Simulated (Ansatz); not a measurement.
# From PBE to G0W0: CdF2 (Fm-3m)

Wanted: the gap of CdF2 (Fm-3m) with a many-body correction, and the time that it takes.

Program: Ansatz 0.2.0. Level of theory: PBE, then G0W0 on it, plane waves, PAW. Results are calculated unless marked as measured.

## (1) The starting structure

The structure is cubic, space group Fm-3m (No. 225). The conventional cell has a = 5.388 Å, b = 5.388 Å, c = 5.388 Å, α = 90.00°, β = 90.00°, γ = 90.00°. Cd has 8 F at 2.33 Å nearest. Nearest to F lie 4 Cd at 2.33 Å. Farther neighbours and most contacts between anions are not listed.

As a file:

```cif
data_structure
_symmetry_space_group_name_H-M 'Fm-3m'
_symmetry_Int_Tables_number 225
_cell_length_a 5.3880
_cell_length_b 5.3880
_cell_length_c 5.3880
_cell_angle_alpha 90.000
_cell_angle_beta 90.000
_cell_angle_gamma 90.000
_cell_volume 156.42
loop_
_atom_site_label
_atom_site_type_symbol
_atom_site_symmetry_multiplicity
_atom_site_Wyckoff_symbol
_atom_site_fract_x
_atom_site_fract_y
_atom_site_fract_z
_atom_site_occupancy
Cd1 Cd 4 a 0.00000 0.00000 0.00000 1
F1 F 8 c 0.25000 0.75000 0.75000 1
```

The cell and positions come from the Crystallography Open Database and are kept as given unless a step says otherwise.

## (2) Bands along the symmetry lines

Levels along a band path and on the mesh show where this functional puts the band edges.

This step: DFT, PBE, plane waves, PAW; PAW set soft_1.

Input file input.yaml:

```yaml
crystal:
  lattice:
    - [0.0, 2.694, 2.694]
    - [2.694, 0.0, 2.694]
    - [2.694, 2.694, 0.0]
  atoms:
    - { symbol: Cd, position: [0.0, 0.0, 0.0] }
    - { symbol: F, position: [0.25, 0.25, 0.25] }
    - { symbol: F, position: [0.75, 0.75, 0.75] }
kpoints:
  mp_grid: { grid: [8, 8, 8] }
  band_path:
    path:
      - [[0.0, 0.0, 0.0], [0.5, 0.0, 0.5], [0.625, 0.25, 0.625]]
      - [[0.375, 0.375, 0.75], [0.0, 0.0, 0.0], [0.5, 0.5, 0.5], [0.5, 0.25, 0.75], [0.5, 0.0, 0.5]]
    npoints: 10
hamiltonian:
  xc: pbe
  pseudopotentials: { kind: paw, azcp: { folder: soft_1 } }
scf:
  occupations: { method: fermi_dirac, width: 0.02 }
  n_extra_bands: 5
output:
  eigenvalues: true
  forces: true
  stress: true
```

The run is started by

```bash
ansatz run input.yaml --threads 24 --pin off --max-ram 82944MiB --backend cuda --events-out ev --progress --plain --runs-dir out --devices 1 --max-vram 78GiB
```

Numbers of over 12 decimals in the logs are rounded to 6 here.

What it wrote:

```text
scf.n_extra_bands = 5 over 17 filled bands (N_el = 34.0): the run solves 22 bands
GPUs: using 1 of 1 available (devices: 1).
Engine: ansatz 0.2.0, aarch64-unknown-linux-gnu
Pseudopotentials: kind: paw
Pseudopotential: Cd, paw, valence charge 20, recommended cutoff 420 eV (normal), soft_1/Cd.paw.azcp
Pseudopotential: F, paw, valence charge 7, recommended cutoff 420 eV (normal), soft_1/F.paw.azcp
Functional definition: PBE
  parameter kappa = 0.804
  parameter beta = 0.066725
  exchange = pbe_x(kappa = kappa, mu = beta*pi^2/3)
  correlation = pbe_c(beta = beta)
device memory: the entry about to start is reckoned to put 0.8 GiB on a device that reports 160.2 GiB free (of which the cap on the GPU budget leaves the run 78.0 GiB)
GPU FFT provider: cuFFT
GPU libraries: cuBLAS 13.8.1, cuFFT 12.4.0, cuSOLVER 12.3.2
GPU matrix products: emulated (plane waves: as basis.precision tells), large ones in fixed point in workspaces of 1.00 GiB
Crystal: 3 atoms, lattice volume = 39.104 Å³
Basis set: ecut = 420 eV, 749 PW (Γ), exchange–correlation on 54×54×54 points (8 copies of the dense FFT grid, shifted against one another)
Bands: 22, of which v1, the nominal top of the filled ones, is band 17 counted from 1 (16 counted from 0)
Symmetry: 48 space group operations
Space group: Fm-3m (ITA 225), of the structure as read, at distance tolerance 3.4e-5 Å
k-points: 29 of 512
Non-local potential: Cd, projectors of the file, l = 0: 3, l = 1: 2, l = 2: 2, l = 3: 1
Non-local potential: F, projectors of the file, l = 0: 2, l = 1: 2, l = 2: 1
PAW form: soft (Blöchl's): semilocal exchange-correlation on the pseudo side does not see the compensation charge
PAW one-centre angular grid: Cd, 590 points (default); XC on 64 Gauss nodes
PAW one-centre angular grid: F, 110 points (default); XC on 64 Gauss nodes
Initial density: superposition of atomic densities (chi_scale 0.1, normalization cell, long waves kept (reshape's long-wave potential 0.00 eV rms))
Initial wavefunctions: pseudopotential atomic-orbital guess
GPU buffer pool allocated for 19683 grid points (all kernels)
GPU transforms: local potential and band sums: pruned to the plane-wave sphere, on 25×25×25
Functional: x = pbe(κ = 0.804, μ = 0.219515), c = pbe(β = 0.066725)
SCF iter   1: F=—  HF=-9877.399804 eV  |F-HF|=—  |Δ(HF+E_count)|=         —  Δρ=2.13e-1  dr2=1.55e1  ethr=3.10e-3  ⟨swp⟩=5.0  Hψ=2822  notcnv=0
preconditioner: auto → none  [insulator: Δε(μ)=0.256 eV  Ē_g=18.309 eV  σ=0.020 eV  W_gap=0.99  n_scr=14 (ndim 8)  ℏωp=30.3 eV  f_vac=0.099  D(μ)=0.00/eV (n_scr^D=0)  ε∞_Penn≈3.7]
SCF iter   2: F=—  HF=-9873.514786 eV  |F-HF|=—  |Δ(HF+E_count)|=    3.89e0  Δρ=1.34e-1  dr2=4.32e0  ethr=3.10e-3  ⟨swp⟩=3.9  Hψ=1846  notcnv=0
SCF iter   3: F=—  HF=-9872.203040 eV  |F-HF|=—  |Δ(HF+E_count)|=    1.31e0  Δρ=2.07e-2  dr2=7.85e-2  ethr=3.10e-3  ⟨swp⟩=3.0  Hψ=1400  notcnv=0  defer=29
SCF iter   4: F=—  HF=-9872.209346 eV  |F-HF|=—  |Δ(HF+E_count)|=   6.31e-3  Δρ=6.02e-3  dr2=4.61e-3  ethr=2.31e-4  ⟨swp⟩=3.0  Hψ=1427  notcnv=0  defer=29
SCF iter   5: F=—  HF=-9872.213159 eV  |F-HF|=—  |Δ(HF+E_count)|=   3.81e-3  Δρ=5.68e-4  dr2=9.03e-5  ethr=1.36e-5  ⟨swp⟩=2.0  Hψ=1189  notcnv=0  defer=29
SCF iter   6: F=—  HF=-9872.213680 eV  |F-HF|=—  |Δ(HF+E_count)|=   5.21e-4  Δρ=3.56e-4  dr2=3.75e-5  ethr=2.66e-7  ⟨swp⟩=2.0  Hψ=1116  notcnv=0  defer=29
SCF iter   7: F=—  HF=-9872.213669 eV  |F-HF|=—  |Δ(HF+E_count)|=   1.09e-5  Δρ=7.97e-5  dr2=1.96e-6  ethr=1.10e-7  ⟨swp⟩=3.0  Hψ=1003  notcnv=0  defer=29
SCF iter   8: F=-9872.213669 eV  HF=-9872.213669 eV  |F-HF|=2.04e-8  |Δ(HF+E_count)|=   5.38e-7  Δρ=9.81e-6  dr2=3.02e-8  ethr=2.94e-10  ⟨swp⟩=7.7  Hψ=3472  notcnv=0
SCF 1 converged in 8 iterations: F = -9872.213669 eV  dr2 = 3.02e-8
  greatest PAW one-centre occupation: 1.000 electrons in one spin orbital (limit 2), on the Cd atom at site 0 (counted from 0), in its partial waves of l = 1
device memory: the entry about to start is reckoned to put 1.0 GiB on a device that reports 160.2 GiB free (of which the cap on the GPU budget leaves the run 78.0 GiB)
NSCF: frozen V_eff on 62 k-points, pencils in batches of 32, up to order 100
SCF converged after 8 iterations
Free energy (F): -9872.213669 eV
Harris-Foulkes:  -9872.213669 eV  (|F-HF|=2.04e-8)
Internal energy: -9872.213669 eV  (E = F + TS)
E sigma→0 (E₀):  -9872.213669 eV
Fermi energy:    8.001262 eV
--- Per-component energies (eV) ---
  E_band       = -481.014339
  E_kinetic    = 836.253682
  E_local      = -4266.747010  (includes V_loc(G=0)·N_el)
  E_nonlocal   = 298.645608
  E_hartree    = 1875.725990
  E_xc         = -309.689902
  E_vxc        = -392.430452  (∫ρ·V_xc dr)
  E_paw        = -4512.547412  (= ΣΔE_a)
  E_vpaw       = -708.198971  (= ΣTr[D̂ρ^β])
  E_aug_tail   = 0.002009  (compensation charges beyond the density's cutoff)
  E_ewald      = -3793.856633
  E_smearing   = -0.000000  (= −TS)
  E_closure    = -0.000000  (closes the sum)
  Σ components = -9872.213669   (vs F -9872.213669, Δ=0.00e0)
--- Forces (eV/Å), atoms counted from 1 ---
  atom   1  Cd    -0.00000000    -0.00000000    -0.00000000
  atom   2  F     -0.00000000     0.00000000    -0.00000000
  atom   3  F     -0.00000000     0.00000000     0.00000000
  max |Σ_I F_I| component: 1.62e-17 eV/Å
--- Stress (GPa, compression-positive) ---
        5.468106      -0.000000       0.000000
       -0.000000       5.468106       0.000000
        0.000000      -0.000000       5.468106
  P = ⅓ Tr σ = 5.4681 GPa (54.681 kbar)
--- Band table (eV; the first three rows and the last of 29) ---
  k-point 0: bands = [... 13 lower, 5.4533, 5.9337, 5.9337, 5.9337, 9.5294, 19.1348, 19.1348, 19.1348, ... 1 higher]
  k-point 1: bands = [... 13 lower, 5.3492, 5.8263, 5.9444, 5.9444, 10.1068, 18.4233, 19.3653, 19.3653, ... 1 higher]
  k-point 2: bands = [... 13 lower, 5.0680, 5.3082, 5.9799, 5.9799, 11.4060, 17.2495, 19.9611, 19.9611, ... 1 higher]
  k-point 28: bands = [... 13 lower, 4.9044, 4.9044, 5.8279, 6.4306, 14.5251, 17.9399, 18.1333, 18.1333, ... 1 higher]
```

It took 1.4 s on 1 × NVIDIA GB200 (shared by 2 runs) with 24 threads of Arm Neoverse V2, shared host; peak memory 1.1 GiB.

Reading the cycles: dr2 is the Hartree energy of the density residual (eV), the measure of convergence; HF is the Harris–Foulkes estimate of the energy, which meets the free energy F at convergence.

Numbers from this step:

* pressure: 5.468 GPa
* filled bands: 17
* gap: 3.099 eV
* valence top at: W
* conduction bottom at: Γ
* least direct gap: 3.596 eV

Over mesh and path the gap is 3.099 eV, from k = (0.500, 0.250, 0.750) to k = Γ. The least direct gap found is 3.596 eV, at k = Γ. The pressure in this cell is 5 GPa; the cell is kept.

Electronic bands along the path, in eV, zero at the top of the highest nominally filled band:

```csv
point,band 14,band 15,band 16,band 17,band 18,band 19,band 20,band 21
Γ,-0.98,-0.50,-0.50,-0.50,3.10,12.70,12.70,12.70
halfway,-1.84,-0.50,-0.32,-0.32,5.32,10.67,13.57,13.57
X,-2.95,-0.51,-0.09,-0.09,8.03,9.68,11.94,14.28
halfway,-2.69,-0.57,-0.23,-0.12,8.04,9.98,11.74,14.23
U,-2.31,-0.95,-0.35,-0.20,7.98,10.76,11.14,14.47
jump to K,-2.31,-0.95,-0.35,-0.20,7.98,10.76,11.14,14.47
halfway,-1.42,-1.14,-0.44,-0.41,5.61,10.66,13.10,13.96
Γ,-0.98,-0.50,-0.50,-0.50,3.10,12.70,12.70,12.70
halfway,-1.36,-1.12,-0.45,-0.45,4.98,10.82,13.53,13.53
L,-1.84,-1.84,-0.40,-0.40,7.20,9.16,14.51,14.51
halfway,-1.86,-1.49,-0.47,-0.24,7.57,9.84,12.96,13.95
W,-1.53,-1.53,-0.60,0.00,8.09,11.51,11.70,11.70
halfway,-2.49,-0.56,-0.54,-0.04,8.06,10.27,11.69,13.37
X,-2.95,-0.51,-0.09,-0.09,8.03,9.68,11.94,14.28
```

The electronic bands as a text plot (rows in eV, shown from -4.8 to 9.1 only):

```
    8.8 |
    8.2 |            ++++++                              ++++++++
    7.7 |           +      ++                        ++++
    7.1 |         ++         ++                 +++++
    6.5 |        +             +               +
    5.9 |       +                             +
    5.3 |      +                +            +
    4.8 |    ++                  +          +
    4.2 |   +                     ++       +
    3.6 |  +                        +    ++
    3.0 |++                          ++++
    2.5 |
    1.9 |
    1.3 |
    0.7 |
    0.1 |         ******                                *********
   -0.4 |********************************************************
   -1.0 |***             ***    *************               *
   -1.6 |  *****            *********    ** ****************
   -2.2 |    *****       ****    *         *** **********   **
   -2.7 |       ***********    **             ******     ********
   -3.3 |           ***********                     *************
   -3.9 |           ***                          ****          **
   -4.5 |********************************************************
         Γ           X  U|K            Γ         L        W     X
```

## (3) The quasiparticle correction

G0W0 replaces the xc potential by a self-energy built once from the orbitals of the start. Levels are corrected in the window of bands that the input names, at points of the mesh.

This step: G0W0 on PBE, plane waves, PAW; PAW set soft_1.

input.yaml, the sections that differ from step 2:

```yaml
kpoints:
  mp_grid: { grid: [6, 6, 6] }
scf:
  occupations: { method: fixed }
gw:
  n_empty_bands: 251
  ecut_chi: 200.0
  qp_bands: [v2, c2]
  qp_kpoints: band_edges
  screening: { model: contour_deformation }
# crystal, hamiltonian: as in step 2
# output: removed
```

What it wrote:

```text
GPUs: using 1 of 1 available (devices: 1).
[...]
Crystal: 3 atoms, lattice volume = 39.104 Å³
Basis set: ecut = 420 eV, 749 PW (Γ)
Bands: 21, of which v1, the nominal top of the filled ones, is band 17 counted from 1 (16 counted from 0)
Symmetry: 48 space group operations
[...]
k-points: 16 of 216
[...]
SCF iter   1: F=—  HF=-9877.399067 eV  |F-HF|=—  |Δ(HF+E_count)|=         —  Δρ=2.13e-1  dr2=1.54e1  ethr=3.10e-3  ⟨swp⟩=4.8  Hψ=1266  notcnv=0  defer=27
[...]
SCF iter   8: F=-9872.213641 eV  HF=-9872.213641 eV  |F-HF|=2.03e-8  |Δ(HF+E_count)|=   5.08e-7  Δρ=9.87e-6  dr2=3.04e-8  ethr=2.94e-10  ⟨swp⟩=3.6  Hψ=1336  notcnv=0
SCF 1 converged in 8 iterations: F = -9872.213641 eV  dr2 = 3.04e-8
[...]
NSCF: frozen V_eff on 16 k-points, pencils in batches of 32, up to order 84
the band table was solved once the SCF had ended and its energy, with any forces and stress, was formed, with the checks that follow a solve (1535 applications of the Hamiltonian). They found nothing against the state; the energy, forces and stress were not computed again (output.eigenvalues in the input reference)
[...]
NSCF: frozen V_eff on 16 k-points
G₀W₀ screening: q 1/16
[... further progress lines ...]
[...]
SCF converged after 8 iterations
Free energy (F): -9872.213641 eV
[...]
Internal energy: -9872.213641 eV  (E = F + TS)
E sigma→0 (E₀):  -9872.213641 eV
Fermi energy:    6.410965 eV
[...]
1    19     18.0313    -6.1342    -4.4745   -11.5047  0.8377    18.9350    18.9273  root
     2    16      6.0077   -34.2796     5.7114   -26.8846  0.7676     4.2774     4.3240  root
     2    17      6.0077   -34.2796     5.7114   -26.8846  0.7676     4.2774     4.3240  root
     2    18     12.3705   -12.5937    -3.6026   -17.3338  0.8292    13.5201    13.5079  root
     2    19     16.5303    -7.7873    -4.1368   -12.8624  0.8330    17.4778    17.4686  root
     3    16      6.0356   -34.3253     5.7095   -26.9337  0.7678     4.3070     4.3534  root
     3    17      6.0356   -34.3253     5.7095   -26.9337  0.7678     4.3070     4.3534  root
     3    18     13.6270   -13.0369    -4.0707   -18.4820  0.8196    15.0240    15.0014  root
     3    19     15.5933    -8.5404    -3.7278   -13.1300  0.8340    16.4652    16.4551  root
     4    16      6.0106   -33.6098     5.7339   -26.2344  0.7640     4.3245     4.3690  root
     4    17      6.0106   -33.6098     5.7339   -26.2344  0.7640     4.3245     4.3690  root
     4    18     10.7066   -11.1432    -3.4759   -15.5245  0.8433    11.6177    11.6120  root
     4    19     17.8612    -5.5015    -4.5053   -10.8412  0.8430    18.7028    18.6956  root
     5    16      5.9498   -34.0403     5.7868   -26.5783  0.7643     4.2272     4.2746  root
     5    17      6.0937   -33.5465     5.7474   -26.1751  0.7633     4.4265     4.4698  root
     5    18     12.1595   -12.1096    -3.6264   -16.8348  0.8325    13.2689    13.2583  root
     5    19     16.9055    -6.7981    -4.2956   -11.9778  0.8392    17.7999    17.7895  root
     6    16      6.0010   -33.6163     5.8107   -26.1642  0.7618     4.3140     4.3596  root
     6    17      6.1074   -33.8585     5.7426   -26.4741  0.7648     4.4214     4.4655  root
     6    18     13.6979   -12.7258    -4.0960   -18.1799  0.8206    15.0778    15.0559  root
     6    19     16.0809    -8.3428    -3.8759   -13.1098  0.8312    16.9780    16.9720  root
     7    16      6.0424   -33.2314     5.8283   -25.7945  0.7595     4.3902     4.4338  root
     7    17      6.0443   -34.1545     5.7348   -26.7483  0.7664     4.3268     4.3729  root
     7    18     13.2826   -12.6401    -3.9087   -17.8246  0.8237    14.5763    14.5583  root
     7    19     16.4110    -8.2089    -4.0175   -13.1572  0.8302    17.3481    17.3418  root
     8    16      5.9725   -34.5657     5.7155   -27.1436  0.7688     4.2179     4.2660  root
     8    17      6.0081   -33.0678     5.8118   -25.6515  0.7593     4.3602     4.4036  root
     8    18     11.6434   -12.1346    -3.4884   -16.6531  0.8350    12.6820    12.6735  root
     8    19     17.2812    -6.7849    -4.3363   -12.0205  0.8347    18.1893    18.1805  root
     9    16      6.2264   -33.3055     5.7704   -25.9514  0.7614     4.6022     4.6427  root
     9    17      6.2264   -33.3055     5.7704   -25.9514  0.7614     4.6022     4.6427  root
     9    18     12.8676   -11.6756    -3.8958   -16.7521  0.8308    14.0624    14.0484  root
     9    19     16.5435    -6.2323    -4.3636   -11.4404  0.8473    17.3959    17.3880  root
    10    16      6.0928   -32.9038     5.8301   -25.4873  0.7581     4.4640     4.5064  root
    10    17      6.2613   -33.4531     5.7732   -26.0928  0.7619     4.6335     4.6741  root
    10    18     14.0719   -12.2136    -4.2897   -17.8892  0.8208    15.4809    15.4577  root
    10    19     16.4674    -7.3007    -4.2026   -12.3972  0.8382    17.3669    17.3613  root
    11    16      6.0742   -32.6701     5.9164   -25.1881  0.7545     4.4666     4.5086  root
    11    17      6.1668   -33.6871     5.7655   -26.2996  0.7633     4.5017     4.5448  root
    11    18     14.2175   -12.4993    -4.3262   -18.2513  0.8184    15.6685    15.6432  root
[...]
13    16      5.9095   -32.9382     5.9218   -25.4058  0.7556     4.2533     4.2990  root
    13    17      6.2445   -33.4958     5.7791   -26.1256  0.7619     4.6125     4.6534  root
    13    18     13.4138   -12.3482    -3.9913   -17.6224  0.8243    14.7150    14.6965  root
    13    19     16.6758    -7.4574    -4.1562   -12.5084  0.8367    17.5789    17.5706  root
    14    16      5.9042   -32.6025     5.9556   -25.0557  0.7532     4.2679     4.3130  root
    14    17      6.3072   -33.5644     5.7802   -26.1996  0.7621     4.6824     4.7226  root
    14    18     14.2387   -12.5640    -4.3485   -18.3526  0.8178    15.7049    15.6788  root
    14    19     16.7609    -8.2694    -3.9290   -13.0885  0.8317    17.6607    17.6510  root
    15    16      5.8483   -31.9864     6.0592   -24.3668  0.7476     4.2433     4.2880  root
    15    17      6.4110   -33.4992     5.7875   -26.1523  0.7614     4.8133     4.8517  root
    15    18     14.5083   -12.3589    -4.4874   -18.3170  0.8174    16.0078    15.9788  root
    15    19     17.1123    -8.2097    -4.3973   -13.6512  0.8298    18.1741    18.1564  root
```

Elapsed: 6.4 s, on 1 × NVIDIA GB200 (shared by 2 runs) with 24 threads; peak memory 1.4 GiB.

This step gave:

```
bands summed                                    : 268
RPA ε∞ on this mesh (eigenvalues)               : 2.760, 2.760, 2.760
plane waves in the screening matrix             : 259
q-points in the mesh                            : 216
G0W0 gap over the corrected points              : 5.463 eV
k of the valence top                            : 0.1667, -0.5, -0.3333
k of the conduction bottom                      : 0, 0, 0
starting gap on the mesh                        : 3.118 eV
Z at the valence top                            : 0.7614
Z at the conduction bottom                      : 0.8563
least direct G0W0 gap over the corrected points : 6.121 eV
```

Over all 16 irreducible mesh points the G0W0 gap is 5.463 eV, from k = (0.167, -0.500, -0.333) to k = Γ. The PBE gap of this run on the mesh is 3.118 eV. The two states that bound the G0W0 gap lie that far apart at the start, so the correction of the gap is 5.463 − 3.118 = +2.345 eV. The start of this run differs from the step before in mesh (8×8×8 and 6×6×6).

Labels follow the order of the start: v1 is the top filled band, c1 the lowest empty one; levels that stay degenerate share a row, the window can cut a multiplet, doubted levels are not marked in this list, bands outside the window were not corrected, and the list may be a part of the corrected levels. Levels before and after the correction, in eV, zero at the valence-band top of each column:

```
           conduction bottom  valence top
Kohn-Sham               3.12         0.00
     G0W0               5.46         0.00
```

```
                            level  occupation  energy (eV)
Kohn-Sham                 Γ v2-v1           2       -0.477
Kohn-Sham                    Γ c1           0        3.118
Kohn-Sham                    Γ c2           0       12.724
Kohn-Sham  (0.167 -0.5 -0.333) v2           2       -0.563
Kohn-Sham  (0.167 -0.5 -0.333) v1           2        0.000
Kohn-Sham  (0.167 -0.5 -0.333) c1           0        8.097
Kohn-Sham  (0.167 -0.5 -0.333) c2           0       10.701
     G0W0                 Γ v2-v1           2       -0.658
     G0W0                    Γ c1           0        5.463
     G0W0                    Γ c2           0       15.198
     G0W0  (0.167 -0.5 -0.333) v2           2       -0.564
     G0W0  (0.167 -0.5 -0.333) v1           2        0.000
     G0W0  (0.167 -0.5 -0.333) c1           0       11.127
     G0W0  (0.167 -0.5 -0.333) c2           0       13.305
```

The parts of the quasiparticle energy for the two states that bound the G0W0 gap, in eV on the run's own scale (QP = start + Σx + Σc − Vxc, with Σc at the quasiparticle energy):

| edge | k | band | start | Σx | Σc | Vxc | Z | QP |
| --- | --- | --- | --- | --- | --- | --- | --- | --- |
| valence top | (0.167, -0.500, -0.333) | 17 | 6.411 | −33.499 | 5.787 | −26.152 | 0.761 | 4.852 |
| conduction bottom | Γ | 18 | 9.529 | −9.256 | −3.717 | −13.759 | 0.856 | 10.315 |

(Part 1 of 2 ends here.)

[Paths, hosts, dates, memory and timing lines, banners, echoed tables and standing remarks are left out of the program output.]

[Logs are printed without paths, hosts, clocks, repeated set-up lines and the standing remarks that a program may print on its own settings, such as how far it seeks lower states.]

[Runs of the session that timed out or met a known fault of the program may be left out.]

[Cells called generated may have been cut or substituted from an entry of the Crystallography Open Database or the Materials Project.]

[Hosts, paths, dates, database ids (printed as entryN), source tags and the programs' standing remarks are cut or masked in the printed files.]

[Where an RPA ε∞ is given, it is that of the G0W0 mesh and is not shown converged in it. Names of k-points follow the symmetry that the program found, which can be lower than the space group named. Band edges on a path are those of the sampled points; other points can move an edge, and change direct to indirect where valleys lie close.]

[Hybrid gaps are those of their k-mesh and are not shown converged in it.]
